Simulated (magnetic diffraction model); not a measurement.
## Solving a magnetic structure from powder neutron data: LiMn2

Space group Fd-3m (no. 227, origin choice 1), a = 6.6980 Å.

| site | atom | x | y | z |
| --- | --- | --- | --- | --- |
| 16c | Mn | 3/8 | 1/8 | 3/8 |
| 8b | Li | 1/4 | 3/4 | 1/4 |

This is a made-up structure (elements placed in a structure type, unrelaxed), so the numbers test the method and describe no known phase.

Only Mn is taken to order (form factors of Mn2+); orders and moment sizes are assumed, and not adapted to the symmetry. Radiation: neutrons of λ = 1.8 Å, 3° to 100°; isotropic B of 0.2 Å² (Mn) and 0.39 Å² (Li). The intensities are simulated: I ∝ L Σ (|F_N|² + |F_M⊥|²) for unpolarised neutrons, with F_M = 2.695 fm/μB × Σ f(s) S exp(2πi Q·r) exp(−B s²) at Q = H ± k (one set where k and −k are equivalent), only the part normal to Q counting and L = 1/(sin²θ cos θ). For collinear order S is the moment m, which repeats by lattice and centring translations R with the sign exp(−2πi k·R). Form factors are spin-only for 3d ions and dipole or tabulated for f ions, scattering lengths are Sears's of 1992, and absorption is left out. A label names one of the reflections at its angle. The strongest nuclear line in the range is 100, and lines under 0.2 are left out.

Above the ordering temperature:

```csv
2θ (°),index,I
26.92,(1 1 1),25.6
44.67,(2 2 0),9.3
52.93,(3 1 1),100.0
55.48,(2 2 2),67.1
65.02,(4 0 0),22.1
71.70,(3 3 1),14.3
82.34,(4 2 2),7.1
88.56,(5 1 1),65.0
98.95,(4 4 0),76.3
```

Below it (cell unchanged):

```csv
2θ (°),I
21.91,167.3
26.92,25.6
38.43,24.1
44.67,9.3
47.55,63.4
50.29,29.1
52.93,100.0
55.48,67.1
60.37,20.5
65.02,22.1
67.29,25.7
69.51,4.8
71.70,14.3
78.14,3.8
82.34,7.1
84.42,4.2
86.49,5.2
88.56,65.0
94.78,3.3
98.95,76.3
```

**Question.** Check that the new lines index with k = (0 1 0), then choose among these models:
A. collinear moments along [010], 2.97 μB on Mn; signs + at (3/8, 1/8, 3/8), − at (7/8, 7/8, 1/8), + at (5/8, 7/8, 3/8), − at (1/8, 1/8, 1/8)
B. collinear moments along [001], 2.97 μB on Mn; signs + at (3/8, 1/8, 3/8), − at (7/8, 7/8, 1/8), + at (5/8, 7/8, 3/8), − at (1/8, 1/8, 1/8)
C. collinear moments along [001], 2.97 μB on Mn; signs + at (3/8, 1/8, 3/8), + at (7/8, 7/8, 1/8), + at (5/8, 7/8, 3/8), + at (1/8, 1/8, 1/8)
D. collinear moments along [010], 2.97 μB on Mn; signs + at (3/8, 1/8, 3/8), + at (7/8, 7/8, 1/8), + at (5/8, 7/8, 3/8), + at (1/8, 1/8, 1/8)

The new lines index as (1 0 1) at 21.91°, (1 2 1) at 38.43°, (2 1 2) at 47.55° and (3 0 1) at 50.29°, that is as H ± k with k = (0 1 0), one of 3 inequivalent arms of its star (k and −k counted as one), which a powder can't tell apart. The indices are whole but break the lattice centring, so the moments reverse under a centring translation, those with k·t a half-integer.

Magnetic intensity, observed (below minus above) and for each model:

| 2θ (°) | index | observed | A | B | C | D |
| --- | --- | --- | --- | --- | --- | --- |
| 15.44 | (0 1 0) | <0.2 | <0.2 | <0.2 | 374.8 | <0.2 |
| 21.91 | (1 0 1) | 167.3 | 167.3 | 83.7 | 83.7 | 167.3 |
| 34.97 | (2 1 0) | <0.2 | 154.5 | 115.9 | <0.2 | <0.2 |
| 38.43 | (1 2 1) | 24.1 | 24.1 | 60.4 | 60.4 | 24.1 |
| 47.55 | (2 1 2) | 63.4 | <0.2 | <0.2 | 57.5 | 63.4 |
| 57.96 | (2 3 0) | <0.2 | 10.4 | 28.6 | <0.2 | <0.2 |
| 67.29 | (4 1 0) | 25.7 | <0.2 | <0.2 | 23.6 | 25.7 |
| 76.01 | (4 1 2) | <0.2 | 20.2 | 11.1 | <0.2 | <0.2 |

Model D matches.

The absence at (0 1 0) is telling: Q lies along the moments there, so the part normal to Q vanishes.

The structure used: k = (0 1 0), collinear moments along [010], 2.97 μB on Mn; signs + at (3/8, 1/8, 3/8), + at (7/8, 7/8, 1/8), + at (5/8, 7/8, 3/8), + at (1/8, 1/8, 1/8).

[Logs are printed without paths, hosts, clocks, repeated set-up lines and the standing remarks that a program may print on its own settings, such as how far it seeks lower states.]
